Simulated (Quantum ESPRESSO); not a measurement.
# NiSi2(111), 3 trilayers against a metal electrode, stepped through the charge of the slab, part 3 of 4

What law, if any, do the results for NiSi2(111), 3 trilayers against a metal electrode follow against the charge of the slab?

Quantum ESPRESSO 7.5; plane-wave DFT, PBE, GBRV ultrasoft pseudopotentials.

So far. Step 2 (Relaxing cell and ions of the reference):  The last row is no step: it is a fresh SCF in the final cell with a new plane-wave basis, -0 meV from the row before. Step 3 (Relaxation with pw.x of the reference): The relaxation lowers the energy by 12 meV an atom.

### Step 4. SCF with pw.x, 0 ×10¹³ e/cm²

A run under open boundaries on these atoms gives the vacuum levels.

m2.esm.in reads:

```
&control
  prefix = 'm2.esm'
  outdir = './out'
  pseudo_dir = './pseudo'
  calculation = 'scf'
  tprnfor = .true.
/
&system
  ibrav = 0
  nat = 9
  ntyp = 2
  ecutwfc = 40
  ecutrho = 200
  occupations = 'smearing'
  smearing = 'mv'
  degauss = 0.02
  assume_isolated = 'esm'
  esm_bc = 'bc3'
  tot_charge = 0.0
/
&electrons
  conv_thr = 1e-08
  mixing_beta = 0.25
  electron_maxstep = 160
  mixing_mode = 'local-TF'
  mixing_ndim = 12
/
ATOMIC_SPECIES
  Si  28.0850  si_pbe_v1.uspp.F.UPF
  Ni  58.6934  ni_pbe_v1.4.uspp.F.UPF
CELL_PARAMETERS angstrom
  3.85686927400000 0.00000000000000 0.00000000000000
  -1.92843463700000 3.34014677083991 0.00000000000000
  0.00000000000000 0.00000000000000 22.85521846136617
ATOMIC_POSITIONS crystal
  Si  0.666666666700 0.333333333300 -0.100522470414
  Ni  0.000000000000 0.000000000000 -0.070000056214
  Si  0.333333333300 0.666666666700 -0.038597735214
  Si  0.000000000000 0.000000000000 0.031479681586
  Ni  0.333333333300 0.666666666700 0.065630525586
  Si  0.666666666700 0.333333333300 0.099781369586
  Si  0.333333333300 0.666666666700 0.169858786386
  Ni  0.666666666700 0.333333333300 0.201261107386
  Si  0.000000000000 0.000000000000 0.231783521586
K_POINTS automatic
  12 12 1 0 0 0
```

The run is started by

```
OMP_NUM_THREADS=1 mpirun -n 4 pw.x -nk 4 -in m2.esm.in > m2.esm.out
```

The log of the run:

```text
[banner, memory and clock lines left out]
Program PWSCF v.7.5 starts
[citation notice left out]

[...]
Message from routine setup:
[...]
bravais-lattice index     =            0
     lattice parameter (alat)  =       7.2884  a.u.
     unit-cell volume          =    1986.9295 (a.u.)^3
     number of atoms/cell      =            9
     number of atomic types    =            2
     number of electrons       =        78.00
     number of Kohn-Sham states=           47
     kinetic-energy cutoff     =      40.0000  Ry
     charge density cutoff     =     200.0000  Ry
     scf convergence threshold =      1.0E-08
     mixing beta               =       0.2500
     number of iterations used =           12  local-TF  mixing
     Exchange-correlation=  SLA  PW   PBX  PBC
                           (   1   4   3   4   0   0   0)

     Effective Screening Medium Method
     Boundary Conditions: Vacuum-Slab-Metal
     total charge in unit cell        =   0.0000
     grid points for fit at edges     =        4

[...]
PseudoPot. # 1 for Si read from file:
     ./pseudo/si_pbe_v1.uspp.F.UPF
     Pseudo is Ultrasoft + core correction, Zval =  4.0
     Generated by new atomic code, or converted to UPF format
     Using radial grid of  899 points,  6 beta functions with:
                l(1) =   0
                l(2) =   0
                l(3) =   1
                l(4) =   1
                l(5) =   2
                l(6) =   2
     Q(r) pseudized with  8 coefficients,  rinner =    0.900   0.900   0.900
                                                       0.900   0.900

     PseudoPot. # 2 for Ni read from file:
     ./pseudo/ni_pbe_v1.4.uspp.F.UPF
     Pseudo is Ultrasoft + core correction, Zval = 18.0
     Generated by new atomic code, or converted to UPF format
     Using radial grid of  865 points,  6 beta functions with:
                l(1) =   0
                l(2) =   0
                l(3) =   1
                l(4) =   1
                l(5) =   2
                l(6) =   2
     Q(r) pseudized with 10 coefficients,  rinner =    0.980   0.980   0.980
                                                       0.980   0.980

     atomic species   valence    mass     pseudopotential
     Si                4.00    28.08500     Si( 1.00)
     Ni               18.00    58.69340     Ni( 1.00)

      6 Sym. Ops. (no inversion) found

[...]
number of k points=    19  Marzari-Vanderbilt smearing, width (Ry)=  0.0200
[...]
Dense  grid:    95211 G-vectors     FFT dimensions: (  36,  36, 200)

     Smooth grid:    68039 G-vectors     FFT dimensions: (  30,  30, 180)

     Check: negative core charge=   -0.000005

     Initial potential from superposition of free atoms

     starting charge      71.9960, renormalised to      78.0000

     negative rho (up, down):  1.827E-03 0.000E+00
     Starting wfcs are   63 randomized atomic wfcs

     per-process dynamical memory:   107.1 Mb

     Self-consistent Calculation

     iteration #  1     ecut=    40.00 Ry     beta= 0.25
     Davidson diagonalization with overlap
     ethr =  1.00E-02,  avg # of iterations = 12.8

     negative rho (up, down):  1.421E-02 0.000E+00

     total energy              =   -1087.03191534 Ry
     estimated scf accuracy    <     160.49224715 Ry

     iteration #  2     ecut=    40.00 Ry     beta= 0.25
[...]
negative rho (up, down):  7.416E-02 0.000E+00

[...]
total energy              =   -1061.81728816 Ry
     estimated scf accuracy    <      70.45177927 Ry

     iteration #  3     ecut=    40.00 Ry     beta= 0.25
[...]
negative rho (up, down):  5.223E-02 0.000E+00

[...]
total energy              =   -1089.77711459 Ry
     estimated scf accuracy    <      36.59512467 Ry

     iteration #  4     ecut=    40.00 Ry     beta= 0.25
[...]
negative rho (up, down):  2.375E-02 0.000E+00

[...]
total energy              =   -1081.61299092 Ry
     estimated scf accuracy    <      20.27634151 Ry

     iteration #  5     ecut=    40.00 Ry     beta= 0.25
[...]
negative rho (up, down):  2.482E-02 0.000E+00

[...]
total energy              =   -1088.20765600 Ry
     estimated scf accuracy    <      10.70150466 Ry

     iteration #  6     ecut=    40.00 Ry     beta= 0.25
[...]
negative rho (up, down):  2.426E-02 0.000E+00

[...]
total energy              =   -1088.58828079 Ry
     estimated scf accuracy    <       9.53554954 Ry

[...]
iteration # 61     ecut=    40.00 Ry     beta= 0.25
[...]
negative rho (up, down):  1.354E-03 0.000E+00

[...]
total energy              =   -1087.51993013 Ry
     estimated scf accuracy    <       0.00000051 Ry

     iteration # 62     ecut=    40.00 Ry     beta= 0.25
[...]
negative rho (up, down):  1.348E-03 0.000E+00

[...]
total energy              =   -1087.51994316 Ry
     estimated scf accuracy    <       0.00000005 Ry

     iteration # 63     ecut=    40.00 Ry     beta= 0.25
[...]
negative rho (up, down):  1.349E-03 0.000E+00

[...]
total energy              =   -1087.51995155 Ry
     estimated scf accuracy    <       0.00000002 Ry

     iteration # 64     ecut=    40.00 Ry     beta= 0.25
[...]
negative rho (up, down):  1.345E-03 0.000E+00

[...]
End of self-consistent calculation

          k = 0.0000 0.0000 0.0000 (  8565 PWs)   bands (ev):

  -109.1293-108.7954-108.7954 -69.5271 -69.5271 -69.5163 -69.2339 -69.2339
   -69.2338 -69.2338 -69.1150 -69.1150 -17.8255 -16.8682 -15.4121 -12.8216
   -10.7589  -9.4440  -9.4440  -9.1640  -9.1640  -9.1069  -9.1069  -8.4151
    -8.2029  -7.8843  -7.8843  -7.5815  -7.5815  -7.4615  -7.4296  -7.4296
    -5.7360  -5.1904  -5.1904  -4.0744  -4.0743  -3.8617  -3.2319  -3.0421
    -2.8752  -2.8752  -2.7296  -2.5663  -2.5662  -2.0881  -2.0878

          k = 0.0000 0.0962 0.0000 (  8553 PWs)   bands (ev):

  -109.1293-108.7954-108.7954 -69.5271 -69.5271 -69.5163 -69.2339 -69.2339
   -69.2338 -69.2338 -69.1151 -69.1150 -17.7359 -16.7800 -15.3240 -12.7699
   -10.7669  -9.6742  -9.4336  -9.2995  -9.1844  -9.1470  -9.0438  -8.3088
    -8.1905  -7.9443  -7.9237  -7.6000  -7.5757  -7.5121  -7.4349  -7.4077
    -5.7669  -5.7081  -5.4505  -4.9336  -4.3996  -3.7447  -3.6864  -3.3409
    -3.1499  -2.9985  -2.8961  -2.5082  -1.9970  -1.9543  -1.6424

[...]
the Fermi energy is    -4.5271 ev

!    total energy              =   -1087.51996247 Ry
     estimated scf accuracy    <          8.9E-09 Ry
     smearing contrib. (-TS)   =      -0.00168253 Ry
     internal energy E=F+TS    =   -1087.51827993 Ry

     The total energy is F=E-TS. E is the sum of the following terms:
     one-electron contribution =  -53832.80372496 Ry
     hartree contribution      =   26905.48042449 Ry
     xc contribution           =    -132.72466138 Ry
     ewald contribution        =   25972.52968192 Ry

     convergence has been achieved in  64 iterations

     negative rho (up, down):  1.345E-03 0.000E+00

     Forces acting on atoms (cartesian axes, Ry/au):

     atom    1 type  1   force =     0.00000000    0.00000000   -0.00013892
     atom    2 type  2   force =     0.00000000    0.00000000    0.00015650
     atom    3 type  1   force =     0.00000000    0.00000000   -0.00021404
     atom    4 type  1   force =    -0.00000000   -0.00000000    0.00011237
     atom    5 type  2   force =     0.00000000   -0.00000000    0.00002241
     atom    6 type  1   force =     0.00000000    0.00000000   -0.00012289
     atom    7 type  1   force =     0.00000000   -0.00000000    0.00021079
     atom    8 type  2   force =     0.00000000   -0.00000000   -0.00012037
     atom    9 type  1   force =     0.00000000    0.00000000    0.00014070

     Total force =     0.000443     Total SCF correction =     0.000111
     SCF correction compared to forces is large: reduce conv_thr to get better values

[...]
```

Run time: 4.5 min. Hardware: 4 MPI ranks of Intel Xeon Platinum 8488C (Sapphire Rapids), shared host; peak memory 0.91 GiB; 18 min of CPU time.

Numbers from this step:

* Fermi energy: -4.527 eV
* vacuum line at the lower end of the cell, over the Fermi level: 4.527 eV
* slope of the potential above: 3.49e-5 eV/Å
* vacuum line at the upper end of the cell, over the Fermi level: 4.527 eV

Electrostatic potential energy of an electron; zero at the Fermi level. Table of potential energy, planar mean by z:

| z (Å) | potential energy, planar mean (eV) |
| --- | --- |
| -11 | 4.53 |
| -10 | 4.53 |
| -9 | 4.53 |
| -8 | 4.53 |
| -7 | 4.53 |
| -6 | 4.53 |
| -5 | 4.50 |
| -4 | 4.17 |
| -3 | -0.423 |
| -2 | -13.4 |
| -1 | -11.2 |
| 0 | -3.24 |
| 1 | -11.8 |
| 2 | -11.8 |
| 3 | -3.29 |
| 4 | -11.2 |
| 5 | -13.4 |
| 6 | -0.433 |
| 7 | 4.17 |
| 8 | 4.50 |
| 9 | 4.53 |
| 10 | 4.53 |
| 11 | 4.53 |

Inside the slab this potential holds the local part of the pseudopotentials, which can be repulsive at the nuclei; only its value in the vacuum has a meaning of its own.

### Step 5. SCF with pw.x, 1 ×10¹³ e/cm²

m3.esm.in is the input of step 4 with these lines changed:

```diff
@@ -1,3 +1,3 @@
 &control
-  prefix = 'm2.esm'
+  prefix = 'm3.esm'
   outdir = './out'
@@ -18,3 +18,3 @@
   esm_bc = 'bc3'
-  tot_charge = 0.0
+  tot_charge = 0.01277
 /
@@ -26,2 +26,3 @@
   mixing_ndim = 12
+  startingpot = 'file'
 /
```

The run is started by

```
cp -r out/m2.esm.save out/m3.esm.save
OMP_NUM_THREADS=1 mpirun -n 4 pw.x -nk 4 -in m3.esm.in > m3.esm.out
```

The log of the run:

```text
[banner, memory and clock lines left out]
Program PWSCF v.7.5 starts
[...]
Message from routine setup:
[...]
number of electrons       =        77.99
     number of Kohn-Sham states=           47
     kinetic-energy cutoff     =      40.0000  Ry
     charge density cutoff     =     200.0000  Ry
[...]
number of k points=    19  Marzari-Vanderbilt smearing, width (Ry)=  0.0200
[...]
Dense  grid:    95211 G-vectors     FFT dimensions: (  36,  36, 200)
[...]
The initial density is read from file :
[...]
negative rho (up, down):  1.345E-03 0.000E+00
     Starting wfcs are   63 randomized atomic wfcs
[...]
negative rho (up, down):  1.274E-03 0.000E+00
[...]
estimated scf accuracy    <       0.24418712 Ry
[...]
negative rho (up, down):  1.545E-03 0.000E+00
[...]
estimated scf accuracy    <       0.11642111 Ry
[...]
negative rho (up, down):  1.626E-03 0.000E+00
[...]
estimated scf accuracy    <       0.01091119 Ry
[...]
negative rho (up, down):  1.451E-03 0.000E+00
[...]
estimated scf accuracy    <       0.00156628 Ry
[...]
negative rho (up, down):  1.095E-03 0.000E+00
[...]
estimated scf accuracy    <       0.00208577 Ry
[...]
negative rho (up, down):  7.165E-04 0.000E+00
[...]
estimated scf accuracy    <       0.00050883 Ry
[...]
negative rho (up, down):  6.111E-04 0.000E+00
[...]
estimated scf accuracy    <       0.00038203 Ry
[...]
negative rho (up, down):  4.764E-04 0.000E+00
[...]
estimated scf accuracy    <       0.00020626 Ry
[...]
negative rho (up, down):  5.188E-04 0.000E+00
[...]
estimated scf accuracy    <       0.00015883 Ry
[...]
negative rho (up, down):  5.777E-04 0.000E+00
[...]
estimated scf accuracy    <       0.00008841 Ry
[...]
negative rho (up, down):  6.308E-04 0.000E+00
[...]
estimated scf accuracy    <       0.00010629 Ry
[...]
negative rho (up, down):  7.753E-04 0.000E+00
[...]
estimated scf accuracy    <       0.00002116 Ry
[...]
negative rho (up, down):  8.160E-04 0.000E+00
[...]
estimated scf accuracy    <       0.00010102 Ry
[...]
negative rho (up, down):  1.015E-03 0.000E+00
[...]
estimated scf accuracy    <       0.00004265 Ry
[...]
negative rho (up, down):  1.083E-03 0.000E+00
[...]
estimated scf accuracy    <       0.00000644 Ry
[...]
negative rho (up, down):  1.079E-03 0.000E+00
[...]
estimated scf accuracy    <       0.00000395 Ry
[...]
negative rho (up, down):  1.273E-03 0.000E+00
[...]
estimated scf accuracy    <       0.00000196 Ry
[...]
negative rho (up, down):  1.299E-03 0.000E+00
[...]
estimated scf accuracy    <       0.00000681 Ry
[...]
negative rho (up, down):  1.304E-03 0.000E+00
[...]
estimated scf accuracy    <       0.00000164 Ry
[...]
negative rho (up, down):  1.335E-03 0.000E+00
[...]
estimated scf accuracy    <       0.00000125 Ry
[...]
negative rho (up, down):  1.348E-03 0.000E+00
[...]
estimated scf accuracy    <       0.00000008 Ry
[...]
negative rho (up, down):  1.348E-03 0.000E+00
[...]
estimated scf accuracy    <       0.00000016 Ry
[...]
negative rho (up, down):  1.349E-03 0.000E+00
[...]
estimated scf accuracy    <       0.00000014 Ry
[...]
negative rho (up, down):  1.363E-03 0.000E+00
[...]
estimated scf accuracy    <       0.00000014 Ry
[...]
negative rho (up, down):  1.360E-03 0.000E+00
[...]
estimated scf accuracy    <       0.00000016 Ry
[...]
negative rho (up, down):  1.360E-03 0.000E+00
[...]
estimated scf accuracy    <       0.00000019 Ry
[...]
negative rho (up, down):  1.361E-03 0.000E+00
[...]
estimated scf accuracy    <       0.00000018 Ry
[...]
negative rho (up, down):  1.361E-03 0.000E+00
[...]
estimated scf accuracy    <       0.00000023 Ry
[...]
negative rho (up, down):  1.361E-03 0.000E+00
[...]
estimated scf accuracy    <       0.00000022 Ry
[...]
negative rho (up, down):  1.354E-03 0.000E+00
[...]
estimated scf accuracy    <       0.00000024 Ry
[...]
negative rho (up, down):  1.362E-03 0.000E+00
[...]
estimated scf accuracy    <       0.00000023 Ry
[...]
negative rho (up, down):  1.361E-03 0.000E+00
[...]
estimated scf accuracy    <       0.00000013 Ry
[...]
negative rho (up, down):  1.359E-03 0.000E+00
[...]
estimated scf accuracy    <       0.00000018 Ry
[...]
negative rho (up, down):  1.359E-03 0.000E+00
[...]
estimated scf accuracy    <       0.00000001 Ry
[...]
negative rho (up, down):  1.361E-03 0.000E+00
[...]
estimated scf accuracy    <       0.00000001 Ry
[...]
negative rho (up, down):  1.363E-03 0.000E+00
[...]
the Fermi energy is    -5.3932 ev
!    total energy              =   -1087.51529746 Ry
     estimated scf accuracy    <          2.6E-09 Ry
     smearing contrib. (-TS)   =      -0.00160325 Ry
     internal energy E=F+TS    =   -1087.51369421 Ry
[...]
one-electron contribution =  -53827.84900129 Ry
     hartree contribution      =   26900.52413070 Ry
     xc contribution           =    -132.71850554 Ry
     ewald contribution        =   25972.52968192 Ry
     convergence has been achieved in  36 iterations
     negative rho (up, down):  1.363E-03 0.000E+00
[...]
Total force =     0.000575     Total SCF correction =     0.000372
[...]
```

Wall time 3.6 min (4 MPI ranks); peak memory 0.91 GiB.

This step gave:

| Quantity | Value |
| --- | --- |
| Fermi energy | -5.393 eV |
| vacuum line at the lower end of the cell, over the Fermi level | 4.528 eV |
| slope of the potential above | 0.1793 eV/Å |
| vacuum line at the upper end of the cell, over the Fermi level | 5.393 eV |

Inside the slab this potential holds the local part of the pseudopotentials, which can be repulsive at the nuclei; only its value in the vacuum has a meaning of its own.

### Step 6. Self-consistent run, -1.5 ×10¹³ e/cm²

m1.esm.in is the input of step 5 with these lines changed:

```diff
@@ -1,3 +1,3 @@
 &control
-  prefix = 'm3.esm'
+  prefix = 'm1.esm'
   outdir = './out'
@@ -18,3 +18,3 @@
   esm_bc = 'bc3'
-  tot_charge = 0.01277
+  tot_charge = -0.01915
 /
```

The run is started by

```
cp -r out/m2.esm.save out/m1.esm.save
OMP_NUM_THREADS=1 mpirun -n 4 pw.x -nk 4 -in m1.esm.in > m1.esm.out
```

The log of the run:

```text
[banner, memory and clock lines left out]
Program PWSCF v.7.5 starts
[...]
Message from routine setup:
[...]
number of electrons       =        78.02
     number of Kohn-Sham states=           47
     kinetic-energy cutoff     =      40.0000  Ry
     charge density cutoff     =     200.0000  Ry
[...]
number of k points=    19  Marzari-Vanderbilt smearing, width (Ry)=  0.0200
[...]
Dense  grid:    95211 G-vectors     FFT dimensions: (  36,  36, 200)
[...]
The initial density is read from file :
[...]
negative rho (up, down):  1.346E-03 0.000E+00
     Starting wfcs are   63 randomized atomic wfcs
[...]
negative rho (up, down):  2.192E-03 0.000E+00
[...]
estimated scf accuracy    <       0.59686988 Ry
[...]
negative rho (up, down):  5.289E-03 0.000E+00
[...]
estimated scf accuracy    <       0.26836518 Ry
[...]
negative rho (up, down):  6.484E-03 0.000E+00
[...]
estimated scf accuracy    <       0.01978005 Ry
[...]
negative rho (up, down):  6.420E-03 0.000E+00
[...]
estimated scf accuracy    <       0.00214518 Ry
[...]
negative rho (up, down):  5.231E-03 0.000E+00
[...]
estimated scf accuracy    <       0.00485588 Ry
[...]
negative rho (up, down):  4.818E-03 0.000E+00
[...]
estimated scf accuracy    <       0.00059927 Ry
[...]
negative rho (up, down):  4.468E-03 0.000E+00
[...]
estimated scf accuracy    <       0.00034051 Ry
[...]
negative rho (up, down):  3.775E-03 0.000E+00
[...]
estimated scf accuracy    <       0.00027093 Ry
[...]
negative rho (up, down):  3.517E-03 0.000E+00
[...]
estimated scf accuracy    <       0.00042514 Ry
[...]
negative rho (up, down):  3.170E-03 0.000E+00
[...]
estimated scf accuracy    <       0.00007235 Ry
[...]
negative rho (up, down):  3.006E-03 0.000E+00
[...]
estimated scf accuracy    <       0.00014902 Ry
[...]
negative rho (up, down):  2.426E-03 0.000E+00
[...]
estimated scf accuracy    <       0.00002318 Ry
[...]
negative rho (up, down):  2.274E-03 0.000E+00
[...]
estimated scf accuracy    <       0.00007020 Ry
[...]
negative rho (up, down):  1.761E-03 0.000E+00
[...]
estimated scf accuracy    <       0.00004138 Ry
[...]
negative rho (up, down):  1.573E-03 0.000E+00
[...]
estimated scf accuracy    <       0.00001310 Ry
[...]
negative rho (up, down):  1.485E-03 0.000E+00
[...]
estimated scf accuracy    <       0.00000510 Ry
[...]
negative rho (up, down):  1.486E-03 0.000E+00
[...]
estimated scf accuracy    <       0.00000159 Ry
[...]
negative rho (up, down):  1.462E-03 0.000E+00
[...]
estimated scf accuracy    <       0.00000178 Ry
[...]
negative rho (up, down):  1.359E-03 0.000E+00
[...]
estimated scf accuracy    <       0.00000556 Ry
[...]
negative rho (up, down):  1.347E-03 0.000E+00
[...]
estimated scf accuracy    <       0.00000027 Ry
[...]
negative rho (up, down):  1.347E-03 0.000E+00
[...]
estimated scf accuracy    <       0.00000025 Ry
[...]
negative rho (up, down):  1.334E-03 0.000E+00
[...]
estimated scf accuracy    <       0.00000041 Ry
[...]
negative rho (up, down):  1.315E-03 0.000E+00
[...]
estimated scf accuracy    <       0.00000031 Ry
[...]
negative rho (up, down):  1.317E-03 0.000E+00
[...]
estimated scf accuracy    <       0.00000013 Ry
[...]
negative rho (up, down):  1.315E-03 0.000E+00
[...]
estimated scf accuracy    <       0.00000007 Ry
[...]
negative rho (up, down):  1.322E-03 0.000E+00
[...]
estimated scf accuracy    <       0.00000002 Ry
[...]
negative rho (up, down):  1.310E-03 0.000E+00
[...]
estimated scf accuracy    <       0.00000001 Ry
[...]
negative rho (up, down):  1.315E-03 0.000E+00
[...]
the Fermi energy is    -3.2411 ev
!    total energy              =   -1087.52545586 Ry
     estimated scf accuracy    <          4.6E-09 Ry
     smearing contrib. (-TS)   =      -0.00179883 Ry
     internal energy E=F+TS    =   -1087.52365703 Ry
[...]
one-electron contribution =  -53840.16598760 Ry
     hartree contribution      =   26912.84661815 Ry
     xc contribution           =    -132.73396949 Ry
     ewald contribution        =   25972.52968192 Ry
     convergence has been achieved in  28 iterations
     negative rho (up, down):  1.315E-03 0.000E+00
[...]
Total force =     0.000742     Total SCF correction =     0.000327
[...]
```

Run time: 2.8 min. Hardware: 4 MPI ranks; peak memory 0.91 GiB.

Read from the output:

* Fermi energy: -3.241 eV
* vacuum line at the lower end of the cell, over the Fermi level: 4.526 eV
* slope of the potential above: -0.2688 eV/Å
* vacuum line at the upper end of the cell, over the Fermi level: 3.241 eV

Inside the slab this potential holds the local part of the pseudopotentials, which can be repulsive at the nuclei; only its value in the vacuum has a meaning of its own.

(Continued in part 4 of 4.)

[Logs are printed without paths, hosts, clocks, repeated set-up lines and the standing remarks that a program may print on its own settings, such as how far it seeks lower states.]

[Hosts, paths, dates, database ids (printed as entryN), source tags and the programs' standing remarks are cut or masked in the printed files.]

[Maps of the electrostatic potential energy from Ansatz leave out the sawtooth potential of an applied field or a dipole correction, so their vacuum need not be flat; planar profiles and work functions include it.]
